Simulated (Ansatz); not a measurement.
# Electron scattering at the Σ3 (112) boundary in fcc Cu, starting shift (0.25, 0.5), part 3 of 3

Aim: the relaxed structure and the specific resistance of the Σ3 (112) boundary in fcc Cu, starting shift (0.25, 0.5).

Ansatz 0.2.0; Ansatz plane-wave DFT, PBE, PAW files; relaxation of a bicrystal slab with its lowest layers held; PAW set soft_1 (the session's first sound run).

So far. Step 3 (Transmission across the boundary): Over the solved energies the transmission per spin lies between 2.00 and 2.05, out of 2.27 channels of the lead on average (up to 2.30). Step 4 (Specific resistance): Averaged over the energies near the Fermi level, 89.0 % of the channels pass, which makes 0.112 fΩ m².

## Step 5: Single-crystal slab for reference

The free faces cost energy too. A single-crystal slab with the same faces and held layers is relaxed, so that they cancel.

This step: Ansatz plane-wave DFT, PBE, PAW files; relaxation of a single-crystal slab with its lowest layers held; PAW set soft_1 (Ansatz 0.2.0).

System of this step: Cu slab, plane (1, 1, 2). The cell holds 26 atoms: 26 Cu. Cell: a = 2.556 Å, b = 6.261 Å, c = 29.448 Å, α = 90.0°, β = 90.0°, γ = 90.0°. It derives from Cu. Vacuum lies along c.

The input, input.yaml:

```yaml
crystal:
  lattice:
    - [2.5561627297, 0.0, 0.0]
    - [0.0, 6.2612943873, 0.0]
    - [0.0, 0.0, 29.4475155]
  atoms:
    - { symbol: Cu, position: [0.4999999995, 0.3333333333, 0.1697936113] }
    - { symbol: Cu, position: [0.9999999995, 0.0, 0.1948517735] }
    - { symbol: Cu, position: [0.4999999996, 0.6666666667, 0.2199099357] }
    - { symbol: Cu, position: [0.9999999996, 0.3333333333, 0.2449680979] }
    - { symbol: Cu, position: [0.4999999996, 0.0, 0.2700262601] }
    - { symbol: Cu, position: [0.9999999996, 0.6666666667, 0.2950844223] }
    - { symbol: Cu, position: [0.4999999996, 0.3333333333, 0.3201425845] }
    - { symbol: Cu, position: [0.9999999996, 0.0, 0.3452007467] }
    - { symbol: Cu, position: [0.4999999997, 0.6666666667, 0.3702589089] }
    - { symbol: Cu, position: [0.9999999997, 0.3333333333, 0.3953170711] }
    - { symbol: Cu, position: [0.4999999997, 0.0, 0.4203752334] }
    - { symbol: Cu, position: [0.9999999997, 0.6666666667, 0.4454333956] }
    - { symbol: Cu, position: [0.4999999997, 0.3333333333, 0.4704915578] }
    - { symbol: Cu, position: [0.9999999998, 0.0, 0.49554972] }
    - { symbol: Cu, position: [0.4999999998, 0.6666666667, 0.5206078822] }
    - { symbol: Cu, position: [0.9999999998, 0.3333333333, 0.5456660444] }
    - { symbol: Cu, position: [0.4999999998, 0.0, 0.5707242066] }
    - { symbol: Cu, position: [0.9999999998, 0.6666666667, 0.5957823688] }
    - { symbol: Cu, position: [0.4999999999, 0.3333333333, 0.620840531] }
    - { symbol: Cu, position: [0.9999999999, 0.0, 0.6458986932] }
    - { symbol: Cu, position: [0.4999999999, 0.6666666667, 0.6709568554] }
    - { symbol: Cu, position: [0.9999999999, 0.3333333333, 0.6960150176] }
    - { symbol: Cu, position: [0.4999999999, 0.0, 0.7210731798] }
    - { symbol: Cu, position: [1.0, 0.6666666667, 0.746131342] }
    - { symbol: Cu, position: [0.5, 0.3333333333, 0.7711895043] }
    - { symbol: Cu, position: [0.0, 0.0, 0.7962476665] }
kpoints:
  mp_grid: { grid: [9, 4, 1] }
hamiltonian:
  xc: pbe
  pseudopotentials: { kind: paw, azcp: { folder: soft_1 } }
scf:
  occupations: { method: fermi_dirac, width: 0.1 }
relax:
  f_tol: 0.03
  max_steps: 80
  constraints: [{ sites: [0, 1, 2, 3, 4] }]
```

Started as:

```bash
$ ansatz run input.yaml --threads 4 --pin off --max-ram 15360MiB --backend cpu --events-out ev --progress --plain --runs-dir out
```

Numbers of over 12 decimals in the logs are rounded to 6 here.

What it wrote:

```text
Warning: crystal.symmetry: narrowed to the stabiliser of the relax constraints — unitary ops 4 → 2; lowered at sites 0, 1, 2, 3, 4, 21, 22, 23, 24, 25 (the operations that carried what is held of a site onto what its image site leaves free; the constrained walk keeps no symmetry that its constraints do not admit)
[...]
Crystal: 26 atoms, lattice volume = 471.304 Å³
Basis set: ecut = 420 eV, 9263 PW (Γ), exchange–correlation on 36×90×400 points (8 copies of the dense FFT grid, shifted against one another)
Bands: 297, of which v1, the nominal top of the filled ones, is band 247 counted from 1 (246 counted from 0)
Symmetry: 2 space group operations
k-points: 15 of 36 (time reversal used)
[...]
SCF iter   1: F=—  HF=-172274.330732 eV  |F-HF|=—  |Δ(HF+E_count)|=         —  Δρ=2.11e-1  dr2=1.26e2  ethr=3.10e-3  ⟨swp⟩=5.7  Hψ=16047  notcnv=0  defer=172
[...]
SCF iter  10: F=-172251.809784 eV  HF=-172251.809771 eV  |F-HF|=1.31e-5  |Δ(HF+E_count)|=   3.70e-6  Δρ=4.12e-5  dr2=6.42e-6  ethr=4.55e-9  ⟨swp⟩=3.0  Hψ=16043  notcnv=0
SCF 1 converged in 10 iterations: F = -172251.809784 eV  dr2 = 6.42e-6
[...]
relax step   1: F+E_penalty+E_count = -172251.80978380 eV  Δ(F+E_penalty+E_count) = +0.000e0 eV  max|allowed force component| = 4.155e-1 eV/Å  Δτ_max = 0.0000 Å  (10 SCF iters, dr2 threshold 2.25e-5 eV, accepted)
[...]
SCF iter   6: F=-172251.833362 eV  HF=-172251.833361 eV  |F-HF|=1.69e-6  |Δ(HF+E_count)|=   2.34e-5  Δρ=2.07e-5  dr2=3.32e-6  ethr=2.18e-9  ⟨swp⟩=3.0  Hψ=17135  notcnv=0
SCF 2 converged in 6 iterations: F = -172251.833362 eV  dr2 = 3.32e-6
relax step   2: F+E_penalty+E_count = -172251.83336238 eV  Δ(F+E_penalty+E_count) = -2.358e-2 eV  max|allowed force component| = 2.588e-1 eV/Å  Δτ_max = 0.0481 Å  (6 SCF iters, dr2 threshold 1.08e-5 eV, accepted)
SCF iter   1: F=—  HF=-172251.892183 eV  |F-HF|=—  |Δ(HF+E_count)|=         —  Δρ=6.62e-3  dr2=1.08e-1  ethr=2.07e-4  ⟨swp⟩=5.4  Hψ=10891  notcnv=0  defer=506
[...]
SCF iter   8: F=-172251.847358 eV  HF=-172251.847357 eV  |F-HF|=9.00e-8  |Δ(HF+E_count)|=   1.61e-6  Δρ=1.35e-5  dr2=9.38e-7  ethr=8.47e-10  ⟨swp⟩=4.0  Hψ=13266  notcnv=0
SCF 3 converged in 8 iterations: F = -172251.847358 eV  dr2 = 9.38e-7
relax step   3: F+E_penalty+E_count = -172251.84735751 eV  Δ(F+E_penalty+E_count) = -1.400e-2 eV  max|allowed force component| = 1.137e-1 eV/Å  Δτ_max = 0.1140 Å  (8 SCF iters, dr2 threshold 4.19e-6 eV, accepted)
[...]
relax step   4: F+E_penalty+E_count = -172251.85050243 eV  Δ(F+E_penalty+E_count) = -3.145e-3 eV  max|allowed force component| = 1.818e-2 eV/Å  Δτ_max = 0.0260 Å  (6 SCF iters, dr2 threshold 2.49e-6 eV, accepted)
[...]
SCF iter   5: F=-172251.850504 eV  HF=-172251.850504 eV  |F-HF|=1.24e-8  |Δ(HF+E_count)|=   2.65e-8  Δρ=1.53e-6  dr2=1.40e-8  ethr=2.02e-11  ⟨swp⟩=4.0  Hψ=12778  notcnv=0
SCF 5 converged in 5 iterations: F = -172251.850504 eV  dr2 = 1.40e-8
relax step   5: F+E_penalty+E_count = -172251.85050421 eV  Δ(F+E_penalty+E_count) = -1.778e-6 eV  max|allowed force component| = 1.808e-2 eV/Å  Δτ_max = 0.0000 Å  (5 SCF iters, accepted)
SCF converged after 5 iterations
Free energy (F): -172251.850504 eV
[...]
Internal energy: -172251.587905 eV  (E = F + TS)
E sigma→0 (E₀):  -172251.719205 eV
Entropy (-TS):   -0.262599 eV (-10.100 meV/atom)
Fermi energy:    9.112647 eV
[...]
--- Forces (eV/Å), atoms counted from 1 ---
  atom   1  Cu     0.00000000    -0.10389191     0.41714130
  atom   2  Cu     0.00000000     0.05190825    -0.02543833
  atom   3  Cu     0.00000000     0.06194479    -0.22052132
  atom   4  Cu     0.00000000     0.11201723    -0.20840747
  atom   5  Cu     0.00000000    -0.11420435     0.03428086
  atom   6  Cu     0.00000000    -0.00058696     0.00362919
  atom   7  Cu     0.00000000     0.00108686    -0.00132351
  atom   8  Cu     0.00000000    -0.00153554    -0.00173161
  atom   9  Cu     0.00000000     0.00020036    -0.00308719
  atom  10  Cu     0.00000000    -0.00116935    -0.00197226
  atom  11  Cu     0.00000000    -0.00031989    -0.00134552
  atom  12  Cu     0.00000000    -0.00000124     0.00172457
  atom  13  Cu     0.00000000     0.00098169    -0.00012827
  atom  14  Cu     0.00000000    -0.00141044    -0.00195520
  atom  15  Cu     0.00000000    -0.00103368    -0.00009819
  atom  16  Cu     0.00000000     0.00191392     0.00091133
  atom  17  Cu     0.00000000    -0.00211131    -0.00310296
  atom  18  Cu     0.00000000    -0.00397528     0.00910317
  atom  19  Cu     0.00000000     0.01290179    -0.00519920
  atom  20  Cu     0.00000000    -0.01807606    -0.01807634
  atom  21  Cu     0.00000000    -0.00774070     0.00004843
  atom  22  Cu     0.00000000     0.00144271    -0.00811211
  atom  23  Cu     0.00000000    -0.00237077     0.00377396
  atom  24  Cu     0.00000000     0.00261256     0.00707787
  atom  25  Cu     0.00000000     0.01574562     0.01510382
  atom  26  Cu     0.00000000    -0.00435938     0.00781839
  max |Σ_I F_I| component: 1.13e-4 eV/Å
--- Relaxed structure (5 steps of the walk, 5 accepted, 0 SCFs on fresh bases) ---
  F+E_penalty+E_count = -172251.85050421 eV   max|allowed force component| = 1.808e-2 eV/Å
  atoms:
    - { symbol: Cu, position: [0.500000, 0.333333, 0.169794] }
    - { symbol: Cu, position: [1.000000, 1.666669366620419e-11, 0.194852] }
    - { symbol: Cu, position: [0.500000, 0.666667, 0.219910] }
    - { symbol: Cu, position: [1.000000, 0.333333, 0.244968] }
    - { symbol: Cu, position: [0.500000, 1.666669366620419e-11, 0.270026] }
    - { symbol: Cu, position: [1.000000, 0.665610, 0.295619] }
    - { symbol: Cu, position: [0.500000, 0.331652, 0.320423] }
    - { symbol: Cu, position: [1.000000, -0.00181045, 0.345858] }
    - { symbol: Cu, position: [0.500000, 0.665322, 0.371101] }
    - { symbol: Cu, position: [1.000000, 0.332432, 0.396079] }
    - { symbol: Cu, position: [0.500000, -0.000639671, 0.421544] }
    - { symbol: Cu, position: [1.000000, 0.666444, 0.446857] }
    - { symbol: Cu, position: [0.500000, 0.333313, 0.471897] }
    - { symbol: Cu, position: [1.000000, 0.00011749, 0.497292] }
    - { symbol: Cu, position: [0.500000, 0.667024, 0.522361] }
    - { symbol: Cu, position: [1.000000, 0.334100, 0.547635] }
    - { symbol: Cu, position: [0.500000, 0.000999127, 0.573068] }
    - { symbol: Cu, position: [1.000000, 0.668126, 0.598170] }
    - { symbol: Cu, position: [0.500000, 0.334970, 0.623302] }
    - { symbol: Cu, position: [1.000000, 0.00172211, 0.648657] }
    - { symbol: Cu, position: [0.500000, 0.667061, 0.673865] }
    - { symbol: Cu, position: [1.000000, 0.334524, 0.698914] }
    - { symbol: Cu, position: [0.500000, -0.00545268, 0.723643] }
    - { symbol: Cu, position: [1.000000, 0.662481, 0.751097] }
    - { symbol: Cu, position: [0.500000, 0.332128, 0.773806] }
    - { symbol: Cu, position: [1.5479071024362092e-17, 0.00438255, 0.795700] }
```

Wall time 6.8 min (4 threads of Arm Neoverse V1, shared host); peak memory 3.4 GiB.

The steps of the relaxation:

```
step  energy less that of the first step (eV)  largest force component (eV/Å)
   1                                   0.0000                          0.4155
   2                                  -0.0236                          0.2588
   3                                  -0.0376                          0.1137
   4                                  -0.0407                          0.0182
   5                                  -0.0407                          0.0181
```

The atoms that moved most (Å):

```
atom     dx      dy     dz  length
Cu24  0.000  -0.026  0.146   0.149
Cu22  0.000   0.007  0.085   0.086
Cu21  0.000   0.002  0.086   0.086
Cu23  0.000  -0.034  0.076   0.083
Cu20  0.000   0.011  0.081   0.082
Cu25  0.000  -0.008  0.077   0.077
Cu19  0.000   0.010  0.072   0.073
Cu18  0.000   0.009  0.070   0.071
```

The relaxed structure:

```xyz
26
Lattice="2.5562 0.0000 0.0000 0.0000 6.2613 0.0000 0.0000 0.0000 29.4475" Properties=species:S:1:pos:R:3
Cu    1.2781    2.0871    5.0000
Cu    2.5562    0.0000    5.7379
Cu    1.2781    4.1742    6.4758
Cu    2.5562    2.0871    7.2137
Cu    1.2781    0.0000    7.9516
Cu    2.5562    4.1676    8.7052
Cu    1.2781    2.0766    9.4357
Cu    2.5562   -0.0113   10.1847
Cu    1.2781    4.1658   10.9280
Cu    2.5562    2.0815   11.6635
Cu    1.2781   -0.0040   12.4134
Cu    2.5562    4.1728   13.1588
Cu    1.2781    2.0870   13.8962
Cu    2.5562    0.0007   14.6440
Cu    1.2781    4.1764   15.3822
Cu    2.5562    2.0919   16.1265
Cu    1.2781    0.0063   16.8754
Cu    2.5562    4.1833   17.6146
Cu    1.2781    2.0973   18.3547
Cu    2.5562    0.0108   19.1013
Cu    1.2781    4.1767   19.8436
Cu    2.5562    2.0946   20.5813
Cu    1.2781   -0.0341   21.3095
Cu    2.5562    4.1480   22.1179
Cu    1.2781    2.0796   22.7867
Cu    0.0000    0.0274   23.4314
```

Numbers from this step:

```yaml
free_energy: -172251.8505 eV
energy_at_zero_smearing: -172251.7192 eV
fermi_energy: 9.113 eV
```

The largest force component on a free atom ends at 0.018 eV/Å, under the tolerance of 0.03, after 5 steps.

## Step 6: Bulk reference

The perfect crystal gives the energy per atom, for the atoms by which bicrystal and slab differ.

This step: Ansatz plane-wave DFT, PBE, PAW files; bulk reference; PAW set soft_1 (Ansatz 0.2.0).

System of this step: Cu. The structure is cubic, space group Fm-3m (No. 225). Conventional cell: a = 3.615 Å, b = 3.615 Å, c = 3.615 Å, α = 90.00°, β = 90.00°, γ = 90.00°. Nearest to Cu lie 12 Cu at 2.56 Å.

input.yaml, the sections that differ from step 5:

```yaml
crystal:
  lattice:
    - [0.0, 1.80748, 1.80748]
    - [1.80748, 0.0, 1.80748]
    - [1.80748, 1.80748, 0.0]
  atoms:
    - { symbol: Cu, position: [0.0, 0.0, 0.0] }
kpoints:
  mp_grid: { grid: [21, 21, 21] }
# hamiltonian, scf: as in step 5
# relax: removed
```

What it wrote:

```text
[...]
Crystal: 1 atoms, lattice volume = 11.810 Å³
Basis set: ecut = 420 eV, 259 PW (Γ)
Bands: 14, of which v1, the nominal top of the filled ones, is band 10 counted from 1 (9 counted from 0)
Symmetry: 48 space group operations
[...]
k-points: 286 of 9261
[...]
SCF iter   1: F=—  HF=-6626.103945 eV  |F-HF|=—  |Δ(HF+E_count)|=         —  Δρ=2.68e-1  dr2=5.09e0  ethr=3.10e-3  ⟨swp⟩=4.9  Hψ=19163  notcnv=0
[...]
SCF iter   7: F=-6625.187333 eV  HF=-6625.187333 eV  |F-HF|=7.64e-11  |Δ(HF+E_count)|=  1.01e-10  Δρ=1.66e-6  dr2=1.97e-10  ethr=5.26e-10  ⟨swp⟩=2.0  Hψ=7881  notcnv=0
SCF 1 converged in 7 iterations: F = -6625.187333 eV  dr2 = 1.97e-10
[...]
SCF converged after 7 iterations
Free energy (F): -6625.187333 eV
[...]
Internal energy: -6625.176373 eV  (E = F + TS)
E sigma→0 (E₀):  -6625.181853 eV
Entropy (-TS):   -0.010960 eV (-10.960 meV/atom)
Fermi energy:    16.384214 eV
[...]
```

Run time: 0.8 s. Hardware: 4 threads; peak memory 0.3 GiB; 2.6 s of CPU time.

This step gave:

| Property | Result |
| --- | --- |
| free energy | -6625.1873 eV |
| energy at zero smearing | -6625.1819 eV |
| Fermi energy | 16.38 eV |

## Step 7: Boundary energy

This step: Ansatz plane-wave DFT, PBE, PAW files; bicrystal less single-crystal slab less bulk atoms, a boundary area; PAW set soft_1 (Ansatz 0.2.0).

Numbers from this step:

```
excess energy of the cell : 0.6351 eV
boundary energy           : 0.6358 J/m²
```

The boundary costs 0.64 J/m².

By hand: 0.635 eV / 16.00 Å² × 16.02 = 0.636 J/m².

## Step 8: Summary of results

- specific resistance of the boundary: 0.112 fΩ m²
- share of channels that pass: 0.890
- boundary energy: 0.636 J/m²

In words: The boundary has a specific resistance of 0.11 fΩ m² and an energy of 0.64 J/m². The boundary reflects 11 % of the channels; 0.11 fΩ m² is 1.1×10⁻¹² Ω·cm². That equals the resistance of 6.5 nm of bulk Cu at 300 K (measured 1.725 µΩ cm, CRC Handbook of Chemistry and Physics, 84th ed., 2003, Electrical Resistivity of Pure Metals). Four-probe measurements on incoherent Σ3 boundaries in Cu films gave 1.06×10⁻¹² Ω cm² (Bishara and others, ACS Nano 2021, “Understanding Grain Boundary Electrical Resistivity in Cu: The Effect of Boundary Structure”); those boundaries facet and aren't this ideal plane. In the relaxation the upper grain slid sideways by about 0.6 Å, so the result belongs to the position that it found, not to the starting one. One starting structure was relaxed; another shift or atom count at the boundary may lie lower.

[Logs are printed without paths, hosts, clocks, repeated set-up lines and the standing remarks that a program may print on its own settings, such as how far it seeks lower states.]

[Hosts, paths, dates, database ids (printed as entryN), source tags and the programs' standing remarks are cut or masked in the printed files.]
